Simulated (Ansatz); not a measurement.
# How KF (Carobbiite, Fm-3m) expands on warming, part 5 of 5

Wanted: α(T), C_P(T) and B(T) of KF (Carobbiite) in the quasi-harmonic approximation.

What experiment has found for this phase:
- volume expansion coefficient 104.4 1e-6/K and heat capacity C_P per formula unit 49 J/mol/K near room temperature (given in “High-Throughput Prediction of Finite-Temperature Properties using the Quasi-Harmonic Approximation”, 2016, arXiv:1603.06924)
- volume expansion coefficient 95.1 1e-6/K near room temperature (given in “Descriptors for thermal expansion in solids”, 2017, arXiv:1701.03966)

Ansatz 0.2.0; DFT LDA, scalar-relativistic, plane waves, PAW (the session's first sound run).

So far, principal linear expansion coefficients at 298 K (× 1e-6/K): step 6 (phonons on strained cells, functional LDA, q-mesh 2×2×2) 32.1; step 8 (q-mesh 4×4×4) 31.9.

## Step 10: A new level, relaxed again

The functional, the potentials or the cutoff change, so the crystal is relaxed again at the new setting.

This step: DFT PBE, scalar-relativistic, plane waves, PAW (Ansatz 0.2.0).

File input.yaml:

```yaml
crystal:
  lattice:
    - [0.0, 2.5810700582, 2.5810700582]
    - [2.5810700582, 0.0, 2.5810700582]
    - [2.5810700582, 2.5810700582, 0.0]
  atoms:
    - { symbol: K, position: [0.0, 0.0, 0.0] }
    - { symbol: F, position: [0.5, 0.5, 0.5] }
kpoints:
  mp_grid: { grid: [8, 8, 8] }
hamiltonian:
  xc: pbe
scf:
  occupations: { method: fixed }
output:
  forces: true
  stress: true
  eigenvalues: true
relax:
  adjacent_minimum: "off"
  f_tol: 0.001
  max_steps: 60
  cell: { stress_tol: 0.01 }
```

Started as:

```console
$ ansatz run input.yaml --threads 4 --pin off --max-ram 16384MiB --backend cpu --events-out ev --progress --plain --runs-dir out
```

Numbers of over 12 decimals in the logs are rounded to 6 here.

Output:

```text
[...]
Crystal: 2 atoms, lattice volume = 34.390 Å³
Basis set: ecut = 420 eV, 645 PW (Γ), exchange–correlation on 50×50×50 points (8 copies of the dense FFT grid, shifted against one another)
Bands: 12, of which v1, the nominal top of the filled ones, is band 8 counted from 1 (7 counted from 0)
Symmetry: 48 space group operations
[...]
k-points: 29 of 512
[...]
SCF iter   1: F=—  HF=-2348.713918 eV  |F-HF|=—  |Δ(HF+E_count)|=         —  Δρ=4.42e-4  dr2=2.17e-5  ethr=1.77e-3  ⟨swp⟩=4.7  Hψ=1898  notcnv=0  defer=46
[...]
SCF iter   7: F=-2348.713818 eV  HF=-2348.713818 eV  |F-HF|=5.48e-8  |Δ(HF+E_count)|=   4.67e-7  Δρ=1.53e-5  dr2=6.55e-8  ethr=6.25e-10  ⟨swp⟩=6.5  Hψ=2177  notcnv=0
SCF 1 converged in 7 iterations: F = -2348.713818 eV  dr2 = 6.55e-8
[...]
relax step   1: F+E_penalty+E_count = -2348.71381797 eV  Δ(F+E_penalty+E_count) = +0.000e0 eV  max|allowed force component| = 6.179e-30 eV/Å  Δτ_max = 0.0000 Å  P = +6.059 GPa  Ω = 34.390 Å³  (7 SCF iters, dr2 threshold 1.00e-7 eV, accepted)
Crystal: 2 atoms, lattice volume = 39.153 Å³
Basis set: ecut = 420 eV, 749 PW (Γ), exchange–correlation on 50×50×50 points (8 copies of the dense FFT grid, shifted against one another)
[...]
SCF iter   6: F=-2348.779278 eV  HF=-2348.779278 eV  |F-HF|=7.23e-9  |Δ(HF+E_count)|=   2.87e-6  Δρ=8.24e-6  dr2=1.73e-8  ethr=1.25e-9  ⟨swp⟩=6.1  Hψ=1850  notcnv=0
SCF 2 converged in 6 iterations: F = -2348.779278 eV  dr2 = 1.73e-8
[...]
relax step   2: F+E_penalty+E_count = -2348.77927787 eV  Δ(F+E_penalty+E_count) = -6.546e-2 eV  max|allowed force component| = 5.489e-30 eV/Å  Δτ_max = 0.0000 Å  P = -0.495 GPa  Ω = 39.153 Å³  energy of the carried Pulay correction = -9.431e-3 eV  (6 SCF iters, dr2 threshold 2.00e-7 eV, accepted)
Crystal: 2 atoms, lattice volume = 38.747 Å³
[...]
SCF iter   5: F=-2348.780718 eV  HF=-2348.780718 eV  |F-HF|=1.28e-8  |Δ(HF+E_count)|=   2.05e-7  Δρ=4.95e-6  dr2=5.83e-9  ethr=1.25e-9  ⟨swp⟩=4.9  Hψ=1612  notcnv=0
SCF 3 converged in 5 iterations: F = -2348.780718 eV  dr2 = 5.83e-9
relax step   3: F+E_penalty+E_count = -2348.78071822 eV  Δ(F+E_penalty+E_count) = -1.440e-3 eV  max|allowed force component| = 1.719e-29 eV/Å  Δτ_max = 0.0000 Å  P = -0.044 GPa  Ω = 38.747 Å³  energy of the carried Pulay correction = -8.676e-3 eV  (5 SCF iters, dr2 threshold 2.00e-7 eV, accepted)
[...]
relax step   4: F+E_penalty+E_count = -2348.78079727 eV  Δ(F+E_penalty+E_count) = -7.906e-5 eV  max|allowed force component| = 1.512e-29 eV/Å  Δτ_max = 0.0000 Å  P = +0.000 GPa  Ω = 38.708 Å³  energy of the carried Pulay correction = -8.602e-3 eV  (4 SCF iters, dr2 threshold 4.89e-9 eV, accepted)
[...]
relax step   5: F+E_penalty+E_count = -2348.79996168 eV  Δ(F+E_penalty+E_count) = -1.916e-2 eV  max|allowed force component| = 1.078e-29 eV/Å  Δτ_max = 0.0000 Å  P = +0.881 GPa  Ω = 38.708 Å³  stress off target by 8.81e-1 GPa  SCF on the basis re-selected at this cell (its energy is not comparable with the rows above)  (7 SCF iters)
[...]
relax step   6: F+E_penalty+E_count = -2348.80100826 eV  Δ(F+E_penalty+E_count) = -1.047e-3 eV  max|allowed force component| = 1.394e-29 eV/Å  Δτ_max = 0.0000 Å  P = +0.222 GPa  Ω = 39.493 Å³  energy of the carried Pulay correction = -1.629e-3 eV  (5 SCF iters, dr2 threshold 2.00e-7 eV, accepted)
[...]
relax step   7: F+E_penalty+E_count = -2348.80056872 eV  Δ(F+E_penalty+E_count) = +4.395e-4 eV  max|allowed force component| = 7.428e-30 eV/Å  Δτ_max = 0.0000 Å  P = +0.010 GPa  Ω = 39.765 Å³  energy of the carried Pulay correction = -2.263e-3 eV  (4 SCF iters, dr2 threshold 1.23e-7 eV, accepted)
[...]
relax step   8: F+E_penalty+E_count = -2348.80299083 eV  Δ(F+E_penalty+E_count) = -2.422e-3 eV  max|allowed force component| = 1.068e-29 eV/Å  Δτ_max = 0.0000 Å  P = +0.043 GPa  Ω = 39.765 Å³  stress off target by 4.32e-2 GPa  SCF on the basis re-selected at this cell (its energy is not comparable with the rows above)  (7 SCF iters)
[...]
relax step   9: F+E_penalty+E_count = -2348.80289575 eV  Δ(F+E_penalty+E_count) = +9.508e-5 eV  max|allowed force component| = 8.316e-30 eV/Å  Δτ_max = 0.0000 Å  P = +0.001 GPa  Ω = 39.821 Å³  energy of the carried Pulay correction = -1.028e-4 eV  (4 SCF iters, dr2 threshold 4.66e-9 eV, accepted)
[...]
SCF iter   8: F=-2348.802968 eV  HF=-2348.802968 eV  |F-HF|=0.00e0  |Δ(HF+E_count)|=    0.00e0  Δρ=4.43e-9  dr2=5.54e-15  ethr=1.00e-12  ⟨swp⟩=7.1  Hψ=1964  notcnv=0
SCF 10 converged in 8 iterations: F = -2348.802968 eV  dr2 = 5.54e-15
relax step  10: F+E_penalty+E_count = -2348.80296809 eV  Δ(F+E_penalty+E_count) = -7.234e-5 eV  max|allowed force component| = 1.108e-29 eV/Å  Δτ_max = 0.0000 Å  P = +0.002 GPa  Ω = 39.821 Å³  stress off target by 2.33e-3 GPa  SCF on the basis re-selected at this cell (its energy is not comparable with the rows above)  (8 SCF iters)
[...]
SCF converged after 8 iterations
Free energy (F): -2348.802968 eV
[...]
Internal energy: -2348.802968 eV  (E = F + TS)
E sigma→0 (E₀):  -2348.802968 eV
Fermi energy:    1.172653 eV
[...]
--- Stress (GPa, compression-positive) ---
        0.002326      -0.000000      -0.000000
       -0.000000       0.002326      -0.000000
       -0.000000      -0.000000       0.002326
  P = ⅓ Tr σ = 0.0023 GPa (0.023 kbar)
--- Band table (eV; the first three rows and the last of 29) ---
  k-point 0: bands = [... 4 lower, -8.3531, 1.1727, 1.1727, 1.1727, 7.1335, 11.7250, 11.7250, 11.7250]
  k-point 1: bands = [... 4 lower, -8.3582, 1.0407, 1.1247, 1.1247, 7.5500, 11.4817, 11.9214, 11.9214]
  k-point 2: bands = [... 4 lower, -8.3704, 0.7620, 1.0123, 1.0123, 8.5981, 11.1287, 12.4032, 12.4032]
  k-point 28: bands = [... 4 lower, -8.4346, 0.7994, 0.9989, 0.9989, 10.7605, 10.7605, 12.1241, 14.2028]
--- Relaxed structure (7 steps of the walk, 7 accepted, 3 SCFs on fresh bases) ---
[...]
cell:  # Å, volume = 39.8207 Å³
    - [0, 2.710355, 2.710355]
    - [2.710355, 0, 2.710355]
    - [2.710355, 2.710355, 0]
  atoms:
    - { symbol: K, position: [0, 0, 0] }
    - { symbol: F, position: [0.5, 0.5, 0.5] }
```

Wall time 3.3 s (4 threads of Arm Neoverse V1, shared host); peak memory 0.29 GiB.

The steps of the relaxation:

| step | energy less that of the first step (eV) | largest force component (eV/Å) | pressure (GPa) | volume (Å³) |
| --- | --- | --- | --- | --- |
| 1 | 0.0000 | 0.0000 | 6.06 | 34.39 |
| 2 | -0.0655 | 0.0000 | -0.50 | 39.15 |
| 3 | -0.0669 | 0.0000 | -0.04 | 38.75 |
| 4 | -0.0670 | 0.0000 | 0.00 | 38.71 |
| 5* | -0.0861 | 0.0000 | 0.88 | 38.71 |
| 6 | -0.0872 | 0.0000 | 0.22 | 39.49 |
| 7 | -0.0868 | 0.0000 | 0.01 | 39.76 |
| 8* | -0.0892 | 0.0000 | 0.04 | 39.76 |
| 9 | -0.0891 | 0.0000 | 0.00 | 39.82 |
| 10* | -0.0891 | 0.0000 | 0.00 | 39.82 |

Relaxation steps marked * repeat the geometry before them on a plane-wave basis chosen anew for their cell, so energy and pressure can jump there.

The run keeps the 48 symmetry operations that it works with, so distortions that break them were not tested.

| conventional cell, symmetrised | before | after | change |
| --- | --- | --- | --- |
| a (Å) | 5.162 | 5.421 | +5.0 % |
| b (Å) | 5.162 | 5.421 | +5.0 % |
| c (Å) | 5.162 | 5.421 | +5.0 % |
| volume (Å³/atom) | 17.19 | 19.91 | +15.8 % |

Final coordinates:

```cif
data_structure
_symmetry_space_group_name_H-M 'P 1'
_symmetry_Int_Tables_number 1
_cell_length_a 3.8330
_cell_length_b 3.8330
_cell_length_c 3.8330
_cell_angle_alpha 60.000
_cell_angle_beta 60.000
_cell_angle_gamma 60.000
_cell_volume 39.82
loop_
_atom_site_label
_atom_site_type_symbol
_atom_site_fract_x
_atom_site_fract_y
_atom_site_fract_z
_atom_site_occupancy
K1 K 0.00000 0.00000 0.00000 1
F2 F 0.50000 0.50000 0.50000 1
```

This step gave:

```yaml
pressure: 0.002326 GPa
gap_on_the_k_mesh: 5.961 eV
volume_per_atom: 19.91 Å³
```

The residual pressure is 0.0023 GPa, small enough for phonons.

## Step 11: Phonons on strained cells, q-mesh 4×4×4

The study relaxes the crystal at several strains, solves the phonons on some of them and minimises the free energy at each temperature (static energy, vibrations, the electrons in a metal, and PV under a set pressure); the q-mesh sets how far the force constants reach.

input.yaml, the sections that differ from step 10:

```yaml
crystal:
  lattice:
    - [0.0, 2.7103552073, 2.7103552073]
    - [2.7103552073, 0.0, 2.7103552073]
    - [2.7103552073, 2.7103552073, 0.0]
  atoms:
    - { symbol: K, position: [0.0, 0.0, 0.0] }
    - { symbol: F, position: [0.5, 0.5, 0.5] }
output:
  eigenvalues: true
phonons:
  method: dfpt
  qmesh: [4, 4, 4]
  temperatures: { t_max: 800.0, t_step: 50 }
  thermal_expansion: {}
# kpoints, hamiltonian, scf: as in step 10
# relax: removed
```

Output:

```text
[...]
Crystal: 2 atoms, lattice volume = 39.821 Å³
Basis set: ecut = 487.2 eV, 941 PW (Γ), exchange–correlation on 60×60×60 points (8 copies of the dense FFT grid, shifted against one another)
Bands: 12, of which v1, the nominal top of the filled ones, is band 8 counted from 1 (7 counted from 0)
Symmetry: 48 space group operations
[...]
vibrations' free energy: its fit leaves 0.0173 meV an atom at the most
  the electrons' free energy at temperature is not in it: every band gap is over 0.83 eV
  free energies summed between the sampled wave vectors
[...]
band gaps on the cells' k-points are 5.137 to 6.111 eV
[key lines of the parts left out:]
SCF converged after 8 iterations
Free energy (F): -2348.807313 eV
Fermi energy:    1.172348 eV
P = ⅓ Tr σ = 0.0060 GPa (0.060 kbar)
```

Run time: 12 min. Hardware: 4 threads; peak memory 1 GiB.

Strained cells of the study; zero-point energy where phonons were solved; the pressures are stresses at a fixed cutoff and can carry an offset from the finite basis. Expansion cells, by row:

| cell | \|a\| (Å) | \|b\| (Å) | \|c\| (Å) | V (Å³/atom) | E - E_lowest (meV/atom) | pressure, compression positive (GPa) | gap (eV) | zero-point energy (meV/atom) |
| --- | --- | --- | --- | --- | --- | --- | --- | --- |
| 1 | 3.833 | 3.833 | 3.833 | 19.91 | 0 | 0.004 | 5.961 | - |
| 2 | 3.864 | 3.864 | 3.864 | 20.39 | 0.989 | -0.65 | 5.843 | - |
| 3 | 3.803 | 3.803 | 3.803 | 19.44 | 1.068 | 0.738 | 6.083 | - |
| 4 | 3.834 | 3.834 | 3.834 | 19.92 | 0 | -0.009 | 5.959 | 28.16 |
| 5 | 3.853 | 3.853 | 3.853 | 20.22 | 0.411 | -0.427 | 5.885 | 27.46 |
| 6 | 3.874 | 3.874 | 3.874 | 20.56 | 1.78 | -0.857 | 5.804 | 26.68 |
| 7 | 3.915 | 3.915 | 3.915 | 21.22 | 6.856 | -1.582 | 5.654 | 25.22 |
| 8 | 3.957 | 3.957 | 3.957 | 21.9 | 14.94 | -2.197 | 5.509 | 23.77 |
| 9 | 3.999 | 3.999 | 3.999 | 22.61 | 25.77 | -2.714 | 5.37 | 22.33 |
| 10 | 4.041 | 4.041 | 4.041 | 23.34 | 39.1 | -3.146 | 5.235 | 20.88 |
| 11 | 3.796 | 3.796 | 3.796 | 19.33 | 1.627 | 0.921 | 6.111 | - |
| 12 | 3.815 | 3.815 | 3.815 | 19.62 | 0.394 | 0.439 | 6.034 | - |
| 13 | 4.074 | 4.074 | 4.074 | 23.9 | 50.68 | -3.422 | 5.137 | - |
| 14 | 4.063 | 4.063 | 4.063 | 23.71 | 46.63 | -3.333 | 5.17 | 20.14 |

Changing the level of theory (LDA → PBE) takes the volume expansion at 298 K from 95.5 to 151 × 10⁻⁶/K and B_T from 36.6 to 22.5 GPa.

## Step 12: Side by side

Times are for 4 threads of Arm Neoverse V1, shared host. The series side by side:

| no. | functional | cutoff (eV) | k-mesh | q-mesh | method | pressure (GPa) | volume expansion coefficient at 298 K (1e-6/K) | C_P at 298 K (J/mol-atom/K) | isothermal bulk modulus at 298 K (GPa) | time | memory (GiB) |
| --- | --- | --- | --- | --- | --- | --- | --- | --- | --- | --- | --- |
| 1 | lda | 487.2 | 8×8×8 | 2×2×2 | dfpt | 0 | 96.20 | 24.56 | 36.64 | 1.8 min | 0.53 |
| 2 | lda | 487.2 | 8×8×8 | 4×4×4 | dfpt | 0 | 95.55 | 24.54 | 36.58 | 9.4 min | 0.88 |
| 3 | pbe | 487.2 | 8×8×8 | 4×4×4 | dfpt | 0 | 151.3 | 25.83 | 22.45 | 12 min | 1.0 |

The runs together, line volume. Expansion coefficient, volume against temperature; values in 1e-6/K:

| temperature (K) | lda, 487.2, 8×8×8, 2×2×2, dfpt, 0 | lda, 487.2, 8×8×8, 4×4×4, dfpt, 0 | pbe, 487.2, 8×8×8, 4×4×4, dfpt, 0 |
| --- | --- | --- | --- |
| 0 | 0 | 0 | 0 |
| 50 | 14.9 | 14.2 | 35.5 |
| 100 | 50.6 | 49.8 | 88.2 |
| 150 | 70.8 | 70.0 | 113 |
| 200 | 82.2 | 81.5 | 128 |
| 250 | 90.0 | 89.3 | 140 |
| 298 | 96.2 | 95.5 | 151 |
| 300 | 96.4 | 95.8 | 152 |
| 350 | 102 | 102 | 164 |
| 400 | 108 | 108 | 179 |
| 450 | 114 | 114 | 198 |
| 500 | 121 | 121 | 224 |
| 550 | 128 | 128 | 266 |
| 600 | 137 | 137 | 346 |
| 650 | 147 | 148 | 625 |
| 700 | 160 | 161 | - |
| 750 | 176 | 177 | - |
| 800 | 197 | 199 | - |

The runs together, line C_P. Heat capacity, C_P against temperature; values in J/mol-atom/K:

| temperature (K) | lda, 487.2, 8×8×8, 2×2×2, dfpt, 0 | lda, 487.2, 8×8×8, 4×4×4, dfpt, 0 | pbe, 487.2, 8×8×8, 4×4×4, dfpt, 0 |
| --- | --- | --- | --- |
| 0 | 0 | 0 | 0 |
| 50 | 5.86 | 5.88 | 7.85 |
| 100 | 15.4 | 15.3 | 17.5 |
| 150 | 20.0 | 20.0 | 21.6 |
| 200 | 22.4 | 22.3 | 23.6 |
| 250 | 23.7 | 23.7 | 24.9 |
| 298 | 24.6 | 24.5 | 25.8 |
| 300 | 24.6 | 24.6 | 25.9 |
| 350 | 25.3 | 25.3 | 26.7 |
| 400 | 25.9 | 25.8 | 27.6 |
| 450 | 26.4 | 26.4 | 28.6 |
| 500 | 26.9 | 26.9 | 30.0 |
| 550 | 27.5 | 27.5 | 31.9 |
| 600 | 28.1 | 28.1 | 35.5 |
| 650 | 28.8 | 28.8 | 47.8 |
| 700 | 29.7 | 29.7 | - |
| 750 | 30.7 | 30.8 | - |
| 800 | 32.1 | 32.2 | - |

## Step 13: Results

- settings of these figures: PBE, 487.2 eV, k 8×8×8, q 4×4×4
- volume expansion coefficient at 298 K: 151.3 1e-6/K
- C_P at 298 K: 25.83 J/mol-atom/K
- entropy at 298 K: 36.58 J/mol-atom/K
- isothermal bulk modulus at 298 K: 22.45 GPa
- Grüneisen parameter at 298 K: 1.777
- volume at 298 K: 20.77 Å³/atom
- principal linear expansion coefficients at 298 K: 50.44, 50.44, 50.44 1e-6/K

**Reading.** Near room temperature KF (Carobbiite) expands by 151 × 10⁻⁶/K in volume by PBE, with C_P = 25.8 J/(mol K) per mole of atoms and B_T = 22.5 GPa. Between 298.15 and 650 K the bulk modulus falls by 70 % and the Grüneisen parameter grows; in this range the quasi-harmonic approximation, which lacks anharmonicity at fixed volume, tends to overshoot. C_P at room temperature is 104 % of the classical 3R an atom; C_V is 96 %, and the rest is expansion work. Above 650 K the study finds no volume of rest, and gives nothing there: the quasi-harmonic free energy has lost its minimum, and the figures just below are already near that breakdown. A measured volume expansion coefficient near room temperature is 104.4 1e-6/K (arXiv:1603.06924); the calculated 151 1e-6/K differs by +45 %. A measured heat capacity per formula unit near room temperature is 49 J/mol/K (arXiv:1603.06924); the calculated 51.7 J/mol/K differs by +5 %. The levels of theory differ by up to 55.8 × 10⁻⁶/K in the volume expansion at 298 K.

[Logs are printed without paths, hosts, clocks, repeated set-up lines and the standing remarks that a program may print on its own settings, such as how far it seeks lower states.]

[Hosts, paths, dates, database ids (printed as entryN), source tags and the programs' standing remarks are cut or masked in the printed files.]

[A step with changed settings may run another functional than the one named; its input shows which.]
